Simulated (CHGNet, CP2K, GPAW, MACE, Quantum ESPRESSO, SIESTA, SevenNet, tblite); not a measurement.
## Σ7 (111) twist boundary in a MgS-YS solid solution (84 atoms) in tblite

How near does tblite come to plane waves for Σ7 (111) twist boundary in a MgS-YS solid solution (84 atoms)?

Method: the method is named at each step, in tblite 0.8.0.

## 1. The structure

The cell holds 84 atoms: 38 Mg, 42 S and 4 Y. Cell: a = 9.782 Å, b = 9.782 Å, c = 19.373 Å, α = 90.0°, β = 90.0°, γ = 120.0°. Rock-salt MgS lattice (a = 5.2289 Å, the value set for the mixture); two grains turned against each other by 38.21 deg about [111]; 1 x 1 coincidence cells, 1 lattice periods a grain, two boundaries a cell, upper grain shifted by [0, 0] of the boundary cell and opened by 0.63 Å, no atom removed; 4 of 42 Mg sites given to Y at random (lattice constant by Vegard's rule between MgS and YS); not relaxed, displaced by a Gaussian of 0.02 Å. Then every atom was moved at random, 0.05 Å r.m.s. a Cartesian component. Regions: lower grain, 42 atoms (20 Mg, 21 S and 1 Y); upper grain, 42 atoms (18 Mg, 21 S and 3 Y). The structure's axis is c.

The yardstick, on the same geometry:

* method: Kohn-Sham DFT, PBE, SSSP efficiency 1.3.0 pseudopotentials, plane waves (Quantum ESPRESSO 7.5); sssp-pbe-1.3.0-efficiency, cutoffs 45/360 Ry, Γ point
* r.m.s. force component: 0.7976 eV/Å
* longest force: 6.324 eV/Å
* pressure: 2.814 GPa
* time: 6.8 min on 4 MPI ranks of AMD EPYC 7571, shared host
* CPU time: 27 min

## 2. GFN1-xTB

Method: GFN1-xTB tight binding, diagonalisation.

Input file run.py:

```python
import numpy as np
from ase.io import read
from tblite.ase import TBLite

atoms = read("structure.xyz")
atoms.calc = TBLite(method="GFN1-xTB", electronic_temperature=580, accuracy=1.0, max_iterations=250, mixer_damping=0.1, verbosity=1)
energy = atoms.get_potential_energy()
forces = atoms.get_forces()
print(f"energy {energy:.6f} eV")
print("forces (eV/A)")
for i, (a, f) in enumerate(zip(atoms, forces)):
    print(f"{i:4d} {a.symbol:2s} {f[0]:10.5f} {f[1]:10.5f} {f[2]:10.5f}")
stress = -atoms.get_stress(voigt=False) * 160.21766
print("stress (GPa, compression positive)")
for row in stress:
    print(" ".join(f"{x:10.4f}" for x in row))
print("charges (e)")
print(np.array2string(atoms.get_charges(), precision=4, suppress_small=True, max_line_width=110, threshold=100000))
```

Input file structure.xyz:

```xyz
84
Lattice="9.78238 0.00000 0.00000 -4.89119 8.47179 0.00000 0.00000 0.00000 19.37344" Properties=species:S:1:pos:R:3 pbc="T T T"
Mg 5.64248 4.80384 0.02751
S -2.10590 5.23260 1.61265
Mg 6.29682 1.12844 0.02635
S 8.37739 1.67462 1.53205
Mg 7.05447 3.20251 3.10401
S -0.79394 3.57781 4.45977
Mg 8.49169 1.58694 6.09217
S 0.72991 1.99316 7.55932
Mg 2.13359 6.06318 19.35000
S 4.22677 6.41535 1.55859
Mg 2.76010 8.09801 2.98254
S -4.87270 8.45163 4.57601
Mg 2.74909 2.49130 0.01589
S 4.74445 2.83144 1.50222
Mg 3.41488 4.43862 3.04550
S 5.66033 4.91050 4.61611
Mg 4.13418 6.43576 6.02185
S -3.49784 6.85037 7.48144
Y 4.20975 0.76043 3.14799
S 6.31399 1.10548 4.47720
Mg 4.90420 2.86228 5.99337
S 6.91644 3.22131 7.55351
Mg -1.37134 7.30870 0.02557
S 0.64172 7.61868 1.53941
Mg -0.63135 3.63304 19.30835
S 1.34664 4.00462 1.46386
Mg 0.03688 5.68847 2.91609
S 2.13828 6.16399 4.48146
Mg 0.67978 7.66223 6.13208
S 2.71755 8.04651 7.47931
Mg 9.76624 0.01254 19.35135
S 2.09377 0.39453 1.47161
Mg 0.72531 2.03535 2.97595
S 2.82911 2.49401 4.50006
Mg 1.50927 4.09569 6.15940
S 3.36308 4.37331 7.51321
Mg 2.13266 0.45121 6.16056
S 4.11457 0.77822 7.62887
Mg -3.39674 6.90332 2.95619
S -1.42583 7.23398 4.50200
Mg -2.19101 5.31054 6.01352
S 0.04016 5.55809 7.51166
Mg 1.32869 7.35665 9.61756
S 7.61612 0.41249 11.34257
Mg 4.19464 4.85239 9.63538
S 5.52122 6.36359 11.16588
Mg 3.47524 6.86681 12.80914
S 9.74428 0.03092 14.20170
Mg 7.07124 2.41878 9.66463
S -1.38827 4.04350 11.18622
Mg 6.29653 4.41787 12.74017
S -2.01713 6.06089 14.13021
Mg 5.62091 6.46338 15.75254
S -2.85694 8.04041 17.14414
Mg -2.13168 6.01412 9.68052
S -0.56586 7.53659 11.23330
[... 24 atom lines left out ...]
Mg -1.29753 4.07103 15.71825
S -0.04079 5.61493 17.24992
Mg 1.41189 1.53204 15.75061
S 2.91681 3.23775 17.28246
```

On the command line:

```bash
OMP_NUM_THREADS=1 python run.py > output.txt
```

Log:

```text
------------------------------------------------------------
  cycle        total energy    energy error   density error
------------------------------------------------------------
      1     -185.5791096454  -1.8520455E+02   9.3405975E-01
      2     -187.9954420167  -2.4163324E+00   7.6398709E-01
      3     -224.3729292921  -3.6377487E+01   1.1355133E+00
      4     -219.2067677196   5.1661616E+00   1.0373701E+00
      5     -215.8612493407   3.3455184E+00   1.0570449E+00
      6     -218.5164752532  -2.6552259E+00   1.0183370E+00
      7     -182.4957203676   3.6020755E+01   8.1498372E-01
      8     -193.9237493003  -1.1428029E+01   4.9143741E-01
      9     -190.2628670076   3.6608823E+00   2.5770941E-01
     10     -190.1426424895   1.2022452E-01   2.4324605E-01
     11     -190.2043022312  -6.1659742E-02   2.1647644E-01
     12     -190.3387958738  -1.3449364E-01   1.9329975E-01
     13     -190.5007687673  -1.6197289E-01   1.5966414E-01
     14     -190.5348637826  -3.4095015E-02   1.5001767E-01
     15     -190.6093897784  -7.4525996E-02   1.3388530E-01
     16     -190.6422496548  -3.2859876E-02   1.2864941E-01
     17     -190.7240416602  -8.1792005E-02   1.1619196E-01
     18     -190.7923879182  -6.8346258E-02   1.0455401E-01
     19     -190.8083821254  -1.5994207E-02   1.0165530E-01
     20     -190.9457854482  -1.3740332E-01   7.4971952E-02
     21     -190.9350525339   1.0732914E-02   7.8037692E-02
     22     -191.0421233347  -1.0707080E-01   4.8475807E-02
     23     -191.0429190609  -7.9572615E-04   4.7923658E-02
     24     -191.0460072195  -3.0881587E-03   4.5276506E-02
[...]
46     -191.1034442110  -3.1265811E-05   9.7554095E-04
     47     -191.1034620245  -1.7813554E-05   6.8912249E-04
     48     -191.1034768584  -1.4833819E-05   3.0850501E-04
     49     -191.1034799225  -3.0641822E-06   1.5451698E-04
     50     -191.1034804638  -5.4122552E-07   1.0709166E-04
     51     -191.1034807574  -2.9364861E-07   4.4947527E-05
     52     -191.1034807915  -3.4090050E-08   2.1385126E-05
     53     -191.1034807994  -7.8796347E-09   1.0646290E-05
------------------------------------------------------------
 total:                                  37.960 sec
energy -5200.190587 eV
forces (eV/A)
   0 Mg   -0.02761   -0.03528    0.31260
   1 S     0.06834    0.03569   -1.04421
   2 Mg   -0.08993    0.26212    0.40008
   3 S    -0.23134   -0.41226   -0.82922
   4 Mg   -0.32695    0.09777    0.08885
   5 S     0.61139    0.16283    0.22702
   6 Mg   -0.17135    0.15323    0.21384
   7 S     0.01520    0.11649    0.73139
   8 Mg    0.05531   -0.03967   -0.35169
   9 S    -0.07016    0.13595   -0.69312
  10 Mg    0.30367   -0.08541    0.41566
  11 S     0.15585    0.23008   -0.31283
  12 Mg    0.11964   -0.27757    0.79350
  13 S     0.54410   -0.23233   -0.31860
  14 Mg    0.25258    0.20046    0.19825
  15 S    -0.49947   -0.49017   -0.46089
  16 Mg    0.10638    0.06253    0.29014
  17 S     0.14686    0.10888    0.87191
  18 Y    -0.39025    0.33882   -0.45828
  19 S    -0.02115    0.55993    0.29858
  20 Mg    0.12603    0.00479    0.43349
  21 S     0.07019   -0.00218   -0.67546
  22 Mg   -0.24803   -0.24706   -0.44032
  23 S     0.23424    0.28491   -0.83592
[...]
76 Mg   -0.10301   -0.20408   -0.69579
  77 S     0.20200    0.25172    0.27628
  78 Mg   -0.35041   -0.20738    0.34593
  79 S    -0.01398    0.47495   -0.84517
  80 Mg   -0.24837   -0.10515    0.44508
  81 S     0.11880    0.08205    0.64064
  82 Mg    0.11618    0.15939    0.54893
  83 S    -0.46442    0.13042   -1.05578
stress (GPa, compression positive)
    0.7894     0.1262    -0.0629
    0.1262     0.5402     0.5081
   -0.0629     0.5081    -2.9371
charges (e)
[ 0.3817 -0.4202  0.3836 -0.402   0.4432 -0.4462  0.4356 -0.4173  0.3582 -0.4052  0.4437 -0.4497  0.4145
 -0.4413  0.436  -0.4453  0.4433 -0.4191  0.4898 -0.4427  0.4459 -0.4222  0.3716 -0.4056  0.363  -0.4076
  0.4441 -0.4459  0.4563 -0.4187  0.349  -0.4089  0.4304 -0.435   0.4516 -0.4261  0.4629 -0.4643  0.4508
 -0.4465  0.4549 -0.4351  0.3945 -0.4315  0.4076 -0.4108  0.466  -0.4436  0.3967 -0.4104  0.4267 -0.4443
  0.4505 -0.4235  0.3748 -0.4149  0.4289 -0.4496  0.3848 -0.4284  0.4594 -0.4593  0.4676 -0.4159  0.4527
 -0.4442  0.4176 -0.4411  0.4632 -0.4237  0.4829 -0.4553  0.463  -0.4219  0.5189 -0.435   0.3551 -0.4124
  0.4498 -0.4383  0.4618 -0.4396  0.463  -0.447 ]
```

Elapsed: 39 s, on 1 thread of AMD EPYC 7571, shared host; peak memory 0.13 GiB.

Banners, paths, timers and routine set-up lines are dropped from the logs unmarked, and long logs keep their key lines alone; longer cuts are marked.

Against the reference:

```
r.m.s. force component                  : 0.6662 eV/Å
r.m.s. difference of force components   : 373.2 meV/Å
longest difference of force vectors     : 2280 meV/Å
force difference over r.m.s. force      : 46.79 %
slope of forces against the reference's : 0.7393
correlation of force components         : 0.8852
pressure                                : -0.5358 GPa
pressure difference                     : -3.35 GPa
```

Length of the force difference by element (eV/Å):

| element | atoms | mean | most |
| --- | --- | --- | --- |
| Mg | 38 | 0.50 | 0.87 |
| S | 42 | 0.55 | 1.3 |
| Y | 4 | 1.1 | 2.3 |

A closer look about S38, which bears the longest force: 9 atoms, nearest first, numbered in the order of the input, with positions taken from that point.

```
atom      x      y      z  distance (Å)  bonds  Mulliken charge (e)     Fx     Fy  Fz (eV/Å)
 S38   0.00   0.00   0.00          0.00      4                -0.46   1.87  -1.40      -5.97
 Y65  -0.54   0.53   2.06          2.20      4                 0.45  -2.53   0.55       4.59
Mg37  -1.98  -0.33  -1.47          2.49      6                 0.46  -0.21  -0.23       0.10
Mg29   1.46  -1.59  -1.50          2.62      6                 0.46  -0.08  -0.13       0.04
Mg21   0.79   2.08  -1.64          2.76      6                 0.45   0.13   0.00       0.43
Mg43   2.11  -1.89   1.99          3.46      4                 0.39   0.30  -0.09      -0.48
  S8  -3.38   1.21  -0.07          3.60      4                -0.42   0.02   0.12       0.73
 S18  -2.72  -2.40  -0.15          3.63      4                -0.42   0.15   0.11       0.87
 S36  -0.75   3.60  -0.12          3.67      4                -0.43   1.04  -0.12       0.25
```

Atoms are counted from 1 here, from 0 in the log.

Forces lie 47 % from the reference's, at 0.024 times its CPU time (on 1 against 4 cores).

## 3. Results

```json
{"force difference from the reference": "tblite GFN1-xTB, 47 %", "its CPU time": "39 s"}
```

Tight binding differs by 47 % (tblite GFN1-xTB); it is another model, with fitted parameters of its own, and the xTB methods hold dispersion. One electronic-structure run takes under half the reference's CPU time: tblite GFN1-xTB, at 47 % in 39 s against 27 min; its pressure misses by -3.4 GPa. Periodic xTB results under one method name differ between programs and library versions. The reference's pressure holds the uncorrected Pulay stress of its 45 Ry basis, so small pressure differences, and their order, may be the reference's own error. The host structure and its lattice constant were typed by rule, without a check against the phase diagram. The reference's pressure of 2.8 GPa belongs to a cell and atoms that aren't relaxed at this level. The electronic-structure runs sample only Γ, in a cell whose shortest periodic width is 8 Å, which is coarse for a cell with partly filled levels.

[Also dropped from logs without a mark: logging warnings of Python, and SIESTA's first energy breakdown and zero terms.]

[Logs are printed without paths, hosts, clocks, repeated set-up lines and the standing remarks that a program may print on its own settings, such as how far it seeks lower states.]

[Hosts, paths, dates, database ids (printed as entryN), source tags and the programs' standing remarks are cut or masked in the printed files.]
